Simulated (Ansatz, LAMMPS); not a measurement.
# Structural relaxation of a frame of liquid mixture of trimethyl phosphate and H2O from 300 K (170 atoms), part 2 of 3

Aim: bring a frame of liquid mixture of trimethyl phosphate and H2O from 300 K (170 atoms) to a nearby minimum of the energy and see what moves.

Ansatz 0.2.0; Kohn-Sham DFT, PBE+D4, PAW (set soft_2), plane waves.

The cell: 12 C, 50 O, 4 P and 104 H. The network of contacts between molecules at the start is that of the classical potential that made the cell. The density was typed from a rule of thumb and may lie off the real one at this temperature. The Brillouin zone is sampled at Γ only, in a cell whose shortest periodic width is 12 Å.

So far. Step 3 (Single point at the start): Neighbours are counted within 1.21 Å (H-O), 1.34 Å (H-C), 1.73 Å (O-C), 2.02 Å (O-P).

## Step 4: Relaxation

The atoms are relaxed in the fixed cell, aiming at the force tolerance of the input.

Contents of input.yaml:

```yaml
crystal:
  lattice:
    - [12.14551, 0.0, 0.0]
    - [0.0, 12.14551, 0.0]
    - [0.0, 0.0, 12.14551]
  atoms:
    [... the 170 atom lines of step 3 ...]
kpoints:
  mp_grid: { grid: [1, 1, 1] }
hamiltonian:
  xc: pbe
  dispersion: d4
scf:
  occupations: { method: fixed }
output:
  forces: true
relax:
  f_tol: 0.05
  max_steps: 200
```

Launch:

```bash
ansatz run input.yaml --threads 4 --pin off --max-ram 8192MiB --backend cpu --events-out ev --progress --plain --runs-dir out
```

Numbers of over 12 decimals in the logs are rounded to 6 here.

What it wrote:

```text
[...]
Crystal: 170 atoms, lattice volume = 1791.626 Å³
Basis set: ecut = 420 eV, 35033 PW (Γ), exchange–correlation on 180×180×180 points (8 copies of the dense FFT grid, shifted against one another)
Bands: 406, of which v1, the nominal top of the filled ones, is band 236 counted from 1 (235 counted from 0)
Symmetry: 1 space group operations
[...]
k-points: 1
[...]
SCF iter   1: F=—  HF=-36079.310079 eV  |F-HF|=—  |Δ(HF+E_count)|=         —  Δρ=3.47e-3  dr2=2.47e-1  ethr=1.77e-3  ⟨swp⟩=5.0  Hψ=1368  notcnv=0  defer=167
[...]
SCF iter   3: F=—  HF=-36079.213207 eV  |F-HF|=—  |Δ(HF+E_count)|=   1.27e-2  Δρ=9.19e-4  dr2=1.68e-2  ethr=1.17e-5  ⟨swp⟩=3.0  Hψ=482  notcnv=0  defer=69
automatic band count: iteration 3 solves 307 bands in place of 406: the levels show a gap, and the empty bands left out lie too high to hold charge; the band table lists the bands solved (type scf.n_extra_bands for more)
SCF iter   4: F=—  HF=-36079.210087 eV  |F-HF|=—  |Δ(HF+E_count)|=   3.12e-3  Δρ=3.06e-4  dr2=1.82e-3  ethr=3.57e-6  ⟨swp⟩=3.0  Hψ=527  notcnv=0  defer=69
[...]
SCF iter   7: F=-36079.209935 eV  HF=-36079.209937 eV  |F-HF|=2.18e-6  |Δ(HF+E_count)|=   2.47e-6  Δρ=2.05e-5  dr2=7.26e-6  ethr=9.36e-9  ⟨swp⟩=5.0  Hψ=907  notcnv=0
SCF 1 converged in 7 iterations: F = -36079.209935 eV  dr2 = 7.26e-6
[...]
relax step   1: F+E_penalty+E_count = -36079.20993528 eV  Δ(F+E_penalty+E_count) = +0.000e0 eV  max|allowed force component| = 2.766e0 eV/Å  Δτ_max = 0.0000 Å  (7 SCF iters, dr2 threshold 6.25e-5 eV, accepted)
[... from here on, the SCF cycles and remarks between the steps are left out ...]
relax step   2: F+E_penalty+E_count = -36083.66467892 eV  Δ(F+E_penalty+E_count) = -4.455e0 eV  max|allowed force component| = 1.775e0 eV/Å  Δτ_max = 0.1949 Å  (7 SCF iters, dr2 threshold 1.00e-4 eV, accepted)
relax step   3: F+E_penalty+E_count = -36085.30072421 eV  Δ(F+E_penalty+E_count) = -1.636e0 eV  max|allowed force component| = 1.651e0 eV/Å  Δτ_max = 0.1947 Å  (7 SCF iters, dr2 threshold 1.00e-4 eV, accepted)
relax step   4: F+E_penalty+E_count = -36085.96322517 eV  Δ(F+E_penalty+E_count) = -6.625e-1 eV  max|allowed force component| = 1.150e0 eV/Å  Δτ_max = 0.2000 Å  (6 SCF iters, dr2 threshold 1.00e-4 eV, accepted)
relax step   5: F+E_penalty+E_count = -36086.46867817 eV  Δ(F+E_penalty+E_count) = -5.055e-1 eV  max|allowed force component| = 5.621e-1 eV/Å  Δτ_max = 0.1967 Å  (6 SCF iters, dr2 threshold 1.00e-4 eV, accepted)
relax step   6: F+E_penalty+E_count = -36086.68819320 eV  Δ(F+E_penalty+E_count) = -2.195e-1 eV  max|allowed force component| = 2.125e-1 eV/Å  Δτ_max = 0.2000 Å  (6 SCF iters, dr2 threshold 7.55e-5 eV, accepted)
relax step   7: F+E_penalty+E_count = -36086.80212805 eV  Δ(F+E_penalty+E_count) = -1.139e-1 eV  max|allowed force component| = 2.742e-1 eV/Å  Δτ_max = 0.1958 Å  (8 SCF iters, dr2 threshold 6.46e-6 eV, accepted)
relax step   8: F+E_penalty+E_count = -36086.85398722 eV  Δ(F+E_penalty+E_count) = -5.186e-2 eV  max|allowed force component| = 3.520e-1 eV/Å  Δτ_max = 0.1947 Å  (8 SCF iters, dr2 threshold 1.07e-5 eV, accepted)
relax step   9: F+E_penalty+E_count = -36086.90158543 eV  Δ(F+E_penalty+E_count) = -4.760e-2 eV  max|allowed force component| = 3.916e-1 eV/Å  Δτ_max = 0.1200 Å  (6 SCF iters, dr2 threshold 1.00e-4 eV, accepted)
relax step  10: F+E_penalty+E_count = -36086.94576448 eV  Δ(F+E_penalty+E_count) = -4.418e-2 eV  max|allowed force component| = 4.086e-1 eV/Å  Δτ_max = 0.1028 Å  (6 SCF iters, dr2 threshold 1.00e-4 eV, accepted)
relax step  11: F+E_penalty+E_count = -36087.01848608 eV  Δ(F+E_penalty+E_count) = -7.272e-2 eV  max|allowed force component| = 9.898e-2 eV/Å  Δτ_max = 0.2000 Å  (6 SCF iters, dr2 threshold 1.00e-4 eV, accepted)
relax step  12: F+E_penalty+E_count = -36087.04242899 eV  Δ(F+E_penalty+E_count) = -2.394e-2 eV  max|allowed force component| = 1.818e-1 eV/Å  Δτ_max = 0.2000 Å  (10 SCF iters, accepted)
relax step  13: F+E_penalty+E_count = -36087.06449685 eV  Δ(F+E_penalty+E_count) = -2.207e-2 eV  max|allowed force component| = 2.222e-1 eV/Å  Δτ_max = 0.0794 Å  (9 SCF iters, accepted)
relax step  14: F+E_penalty+E_count = -36087.08109272 eV  Δ(F+E_penalty+E_count) = -1.660e-2 eV  max|allowed force component| = 1.554e-1 eV/Å  Δτ_max = 0.0742 Å  (6 SCF iters, dr2 threshold 4.94e-5 eV, accepted)
relax step  15: F+E_penalty+E_count = -36087.09710811 eV  Δ(F+E_penalty+E_count) = -1.602e-2 eV  max|allowed force component| = 2.163e-1 eV/Å  Δτ_max = 0.1677 Å  (7 SCF iters, dr2 threshold 1.18e-5 eV, accepted)
relax step  16: F+E_penalty+E_count = -36087.11398822 eV  Δ(F+E_penalty+E_count) = -1.688e-2 eV  max|allowed force component| = 3.001e-1 eV/Å  Δτ_max = 0.1200 Å  (7 SCF iters, dr2 threshold 2.29e-5 eV, accepted)
relax step  17: F+E_penalty+E_count = -36087.14040750 eV  Δ(F+E_penalty+E_count) = -2.642e-2 eV  max|allowed force component| = 2.942e-1 eV/Å  Δτ_max = 0.1222 Å  (6 SCF iters, dr2 threshold 9.00e-5 eV, accepted)
relax step  18: F+E_penalty+E_count = -36087.17728092 eV  Δ(F+E_penalty+E_count) = -3.687e-2 eV  max|allowed force component| = 5.023e-1 eV/Å  Δτ_max = 0.1950 Å  (6 SCF iters, dr2 threshold 8.32e-5 eV, accepted)
relax step  19: F+E_penalty+E_count = -36087.20542494 eV  Δ(F+E_penalty+E_count) = -2.814e-2 eV  max|allowed force component| = 5.862e-1 eV/Å  Δτ_max = 0.1901 Å  (6 SCF iters, dr2 threshold 1.00e-4 eV, accepted)
relax step  20: F+E_penalty+E_count = -36087.22791999 eV  Δ(F+E_penalty+E_count) = -2.250e-2 eV  max|allowed force component| = 2.731e-1 eV/Å  Δτ_max = 0.1062 Å  (6 SCF iters, dr2 threshold 1.00e-4 eV, accepted)
relax step  21: F+E_penalty+E_count = -36087.24223674 eV  Δ(F+E_penalty+E_count) = -1.432e-2 eV  max|allowed force component| = 3.322e-1 eV/Å  Δτ_max = 0.0774 Å  (6 SCF iters, dr2 threshold 1.62e-5 eV, accepted)
relax step  22: F+E_penalty+E_count = -36087.25656545 eV  Δ(F+E_penalty+E_count) = -1.433e-2 eV  max|allowed force component| = 1.720e-1 eV/Å  Δτ_max = 0.0545 Å  (6 SCF iters, dr2 threshold 2.39e-5 eV, accepted)
relax step  23: F+E_penalty+E_count = -36087.26727536 eV  Δ(F+E_penalty+E_count) = -1.071e-2 eV  max|allowed force component| = 7.343e-2 eV/Å  Δτ_max = 0.1042 Å  (7 SCF iters, dr2 threshold 7.93e-6 eV, accepted)
relax step  24: F+E_penalty+E_count = -36087.27109477 eV  Δ(F+E_penalty+E_count) = -3.819e-3 eV  max|allowed force component| = 1.354e-1 eV/Å  Δτ_max = 0.0805 Å  (9 SCF iters, accepted)
relax step  25: F+E_penalty+E_count = -36087.27394536 eV  Δ(F+E_penalty+E_count) = -2.851e-3 eV  max|allowed force component| = 1.132e-1 eV/Å  Δτ_max = 0.0462 Å  (7 SCF iters, dr2 threshold 3.34e-6 eV, accepted)
relax step  26: F+E_penalty+E_count = -36087.27742036 eV  Δ(F+E_penalty+E_count) = -3.475e-3 eV  max|allowed force component| = 6.610e-2 eV/Å  Δτ_max = 0.0614 Å  (6 SCF iters, dr2 threshold 8.97e-6 eV, accepted)
relax step  27: F+E_penalty+E_count = -36087.27960088 eV  Δ(F+E_penalty+E_count) = -2.181e-3 eV  max|allowed force component| = 6.067e-2 eV/Å  Δτ_max = 0.0473 Å  (9 SCF iters, accepted)
relax step  28: F+E_penalty+E_count = -36087.28172473 eV  Δ(F+E_penalty+E_count) = -2.124e-3 eV  max|allowed force component| = 9.527e-2 eV/Å  Δτ_max = 0.0659 Å  (9 SCF iters, accepted)
relax step  29: F+E_penalty+E_count = -36087.28382479 eV  Δ(F+E_penalty+E_count) = -2.100e-3 eV  max|allowed force component| = 7.138e-2 eV/Å  Δτ_max = 0.0452 Å  (6 SCF iters, dr2 threshold 7.65e-6 eV, accepted)
relax step  30: F+E_penalty+E_count = -36087.28619843 eV  Δ(F+E_penalty+E_count) = -2.374e-3 eV  max|allowed force component| = 6.527e-2 eV/Å  Δτ_max = 0.0592 Å  (7 SCF iters, dr2 threshold 2.86e-6 eV, accepted)
relax step  31: F+E_penalty+E_count = -36087.28799988 eV  Δ(F+E_penalty+E_count) = -1.801e-3 eV  max|allowed force component| = 7.334e-2 eV/Å  Δτ_max = 0.0751 Å  (9 SCF iters, accepted)
relax step  32: F+E_penalty+E_count = -36087.28971110 eV  Δ(F+E_penalty+E_count) = -1.711e-3 eV  max|allowed force component| = 8.983e-2 eV/Å  Δτ_max = 0.0686 Å  (7 SCF iters, dr2 threshold 4.50e-6 eV, accepted)
relax step  33: F+E_penalty+E_count = -36087.29184998 eV  Δ(F+E_penalty+E_count) = -2.139e-3 eV  max|allowed force component| = 1.038e-1 eV/Å  Δτ_max = 0.0752 Å  (6 SCF iters, dr2 threshold 8.07e-6 eV, accepted)
relax step  34: F+E_penalty+E_count = -36087.29443432 eV  Δ(F+E_penalty+E_count) = -2.584e-3 eV  max|allowed force component| = 9.074e-2 eV/Å  Δτ_max = 0.0723 Å  (6 SCF iters, dr2 threshold 1.08e-5 eV, accepted)
relax step  35: F+E_penalty+E_count = -36087.29635578 eV  Δ(F+E_penalty+E_count) = -1.921e-3 eV  max|allowed force component| = 1.021e-1 eV/Å  Δτ_max = 0.0575 Å  (6 SCF iters, dr2 threshold 6.30e-6 eV, accepted)
relax step  36: F+E_penalty+E_count = -36087.29798811 eV  Δ(F+E_penalty+E_count) = -1.632e-3 eV  max|allowed force component| = 4.150e-2 eV/Å  Δτ_max = 0.0279 Å  (5 SCF iters, dr2 threshold 7.96e-6 eV, accepted)
relax step  37: F+E_penalty+E_count = -36087.29798945 eV  Δ(F+E_penalty+E_count) = -1.343e-6 eV  max|allowed force component| = 4.148e-2 eV/Å  Δτ_max = 0.0000 Å  (4 SCF iters, accepted)
SCF converged after 4 iterations
Free energy (F): -36087.297989 eV
[...]
Internal energy: -36087.297989 eV  (E = F + TS)
E sigma→0 (E₀):  -36087.297989 eV
Fermi energy:    -2.137126 eV
[...]
--- Forces (eV/Å), atoms counted from 1 ---
  atom   1  C     -0.00799618    -0.02134618     0.03720722
  atom   2  O      0.02789602     0.00636534     0.00314285
  atom   3  P     -0.01705512    -0.01208318    -0.00115864
  atom   4  O     -0.00730064    -0.01091244    -0.00927801
  atom   5  O      0.00377688     0.00746881     0.00594934
  atom   6  C      0.00486960    -0.01722615    -0.01459414
  atom   7  O      0.00929457     0.02086146     0.00167036
  atom   8  C     -0.00408370     0.01098347    -0.00517734
  atom   9  H     -0.00042268    -0.00481224    -0.00166385
  atom  10  H     -0.01345421     0.02427235    -0.01451462
  atom  11  H      0.00336119     0.00191692    -0.01786202
  atom  12  H      0.00216253     0.01056311    -0.00051391
  atom  13  H     -0.00795833    -0.00041199     0.00143320
  atom  14  H      0.00398670     0.00152845     0.00466614
[...]
atom 169  H      0.00585483     0.01951930    -0.01729302
  atom 170  H      0.02717420     0.00360942    -0.00476828
  max |Σ_I F_I| component: 4.10e-5 eV/Å
--- Relaxed structure (37 steps of the walk, 37 accepted, 0 SCFs on fresh bases) ---
  F+E_penalty+E_count = -36087.29798945 eV   max|allowed force component| = 4.148e-2 eV/Å
  atoms:
    - { symbol: C, position: [0.218609, 0.371065, 0.287061] }
    - { symbol: O, position: [0.100029, 0.367074, 0.306369] }
    - { symbol: P, position: [0.015938, 0.401242, 0.213863] }
    - { symbol: O, position: [0.016628, 0.333427, 0.111193] }
[...]
- { symbol: H, position: [0.248282, 0.457943, 0.547246] }
```

Run time: 7.3 min. Hardware: 4 threads of Intel Xeon Platinum 8259CL at 2.50GHz (Skylake/Cascade Lake), shared host; peak memory 2.2 GiB.

Relaxation path (22 of 37):

```csv
step,energy less that of the first step (eV),largest force component (eV/Å)
1,0.0000,2.7662
3,-6.0908,1.6508
4,-6.7533,1.1498
6,-7.4783,0.2125
8,-7.6441,0.3520
10,-7.7358,0.4086
11,-7.8086,0.0990
13,-7.8546,0.2222
15,-7.8872,0.2163
16,-7.9041,0.3001
18,-7.9673,0.5023
20,-8.0180,0.2731
22,-8.0466,0.1720
23,-8.0573,0.0734
25,-8.0640,0.1132
27,-8.0697,0.0607
28,-8.0718,0.0953
30,-8.0763,0.0653
32,-8.0798,0.0898
34,-8.0845,0.0907
35,-8.0864,0.1021
37,-8.0881,0.0415
```

The atoms that moved most (Å):

```csv
atom,dx,dy,dz,length
H27,-0.939,1.612,-0.415,1.912
H17,1.500,0.349,-0.703,1.694
H26,-0.607,-0.139,-1.501,1.625
H31,0.514,-0.220,-1.386,1.494
H10,-0.189,-1.472,0.103,1.487
H67,1.100,-0.803,-0.002,1.362
H170,0.970,0.448,0.768,1.315
H9,0.482,-0.742,0.928,1.282
```

The relaxation changed the energy by -47.6 meV/atom, and atoms moved by 0.74 Å r.m.s., 1.9 Å at most.

## Step 5: Local order after relaxation

Bonds before and after, by the cutoffs listed below:

```csv
pair,bonds before,bonds after,mean before (Å),mean after (Å),spread before (Å),spread after (Å)
H-O,68,68,1.000,0.990,0.000,0.009
H-C,36,36,1.095,1.096,0.028,0.002
O-C,12,12,1.422,1.456,0.025,0.004
O-P,16,16,1.589,1.562,0.050,0.043
```

Density 1.09 g/cm³, 10.54 Å³ an atom.

g(r), total and by pair (bins of 0.2 Å):

```csv
r (Å),total,H-H,H-O,H-C,H-P,O-O,O-C
0.90,3.06,0.00,8.50,0.00,0.00,0.00,0.00
1.10,1.96,0.00,1.18,17.80,0.00,0.00,0.00
1.30,0.00,0.00,0.00,0.00,0.00,0.00,0.00
1.50,1.19,1.58,0.00,0.00,0.00,0.00,6.55
1.70,1.05,1.29,1.57,0.00,0.00,0.00,0.00
1.90,0.55,0.44,1.08,0.00,0.00,0.00,0.00
2.10,0.69,0.68,1.20,0.00,0.00,0.00,0.00
2.30,0.56,1.44,0.05,0.00,0.00,0.00,0.00
2.50,0.68,1.07,0.35,0.00,0.00,1.79,0.00
2.70,0.82,0.63,0.43,0.08,1.15,3.55,0.00
2.90,0.89,0.84,0.87,0.33,3.27,1.52,0.13
3.10,0.95,0.78,1.42,0.30,1.25,0.06,1.90
3.30,1.09,0.89,1.52,1.10,1.10,0.26,1.41
3.50,1.12,0.99,1.21,1.30,2.35,0.92,1.36
3.70,1.07,1.13,1.08,1.13,0.25,0.82,1.75
3.90,1.07,1.25,0.88,1.04,0.45,0.71,2.13
4.10,1.03,0.97,1.25,1.09,0.51,0.85,0.55
4.30,1.11,1.16,1.17,0.90,0.56,1.29,0.71
4.50,1.13,1.12,1.12,1.27,0.67,1.36,0.76
4.70,0.98,1.16,0.79,1.33,1.01,0.83,1.03
4.90,0.92,0.92,0.89,1.17,0.86,0.97,0.54
5.10,1.00,1.00,0.96,1.17,1.52,0.96,0.78
5.30,1.03,1.06,1.08,0.69,1.28,0.98,1.06
5.50,0.99,0.93,0.99,1.20,0.85,1.02,1.03
5.70,0.92,0.85,1.02,0.69,0.79,0.98,0.91
5.90,0.99,1.03,0.99,1.00,0.74,0.83,0.98
```

Bonds by pair of elements; cutoffs follow the first minimum of g(r), held within bounds set by covalent radii, and pairs that aren't listed don't count as bonded:

```csv
pair A-B,cutoff (Å),bonds,mean length (Å),spread (Å),shortest (Å),B about A,A about B
H-O,1.21,68,0.99,0.009,0.971,0.654,1.36
H-C,1.34,36,1.10,0.002,1.09,0.346,3
O-C,1.73,12,1.46,0.004,1.45,0.24,1
O-P,1.98,16,1.56,0.043,1.48,0.32,4
```

How many atoms have how many bonded neighbours:

```csv
element,mean,1,2,4
C,4,0,0,12
H,1,104,0,0
O,1.92,4,46,0
P,4,0,0,4
```

Bond angles, per cent of each kind in bins of 5°:

```csv
angle (°),H-C-O,H-C-H,H-O-H,O-P-O,C-O-P
100–105,0.0,0.0,50.0,33.3,0.0
105–110,61.1,36.1,50.0,20.8,0.0
110–115,38.9,63.9,0.0,29.2,0.0
115–120,0.0,0.0,0.0,16.7,50.0
120–125,0.0,0.0,0.0,0.0,50.0
```

Bond angles (no mean is given where the spread exceeds 20°):

```csv
angle,count,mean (°),spread (°)
H-C-O,36,109,1.9
H-C-H,36,110,0.7
H-O-H,34,105,2
O-P-O,24,109,5.3
C-O-P,12,120,1.5
```

Hydrogen bonds between water molecules (O–O under 3.5 Å, H–O···O angle under 30°):

```csv
hydrogen bonds to other water,molecules
0,0
1,0
2,6
3,11
4,16
5,1
```

Bond length by coordination (bonds to H left out):

```csv
element,coordination,atoms,mean bond length (Å)
O,1,4,1.49
O,2,12,1.52
```

With the cutoffs above, all C atoms have 4, all H atoms have 1, 92 % of O atoms have 2 and all P atoms have 4 bonded neighbours. The H-C-O angle averages 109° with a spread of 1.9°. The 34 water molecules hold 3.35 hydrogen bonds each to other water on average, with a mean O–O distance of 2.78 Å.

[end of part 2 of 3]

[Logs are printed without paths, hosts, clocks, repeated set-up lines and the standing remarks that a program may print on its own settings, such as how far it seeks lower states.]

[Hosts, paths, dates, database ids (printed as entryN), source tags and the programs' standing remarks are cut or masked in the printed files.]
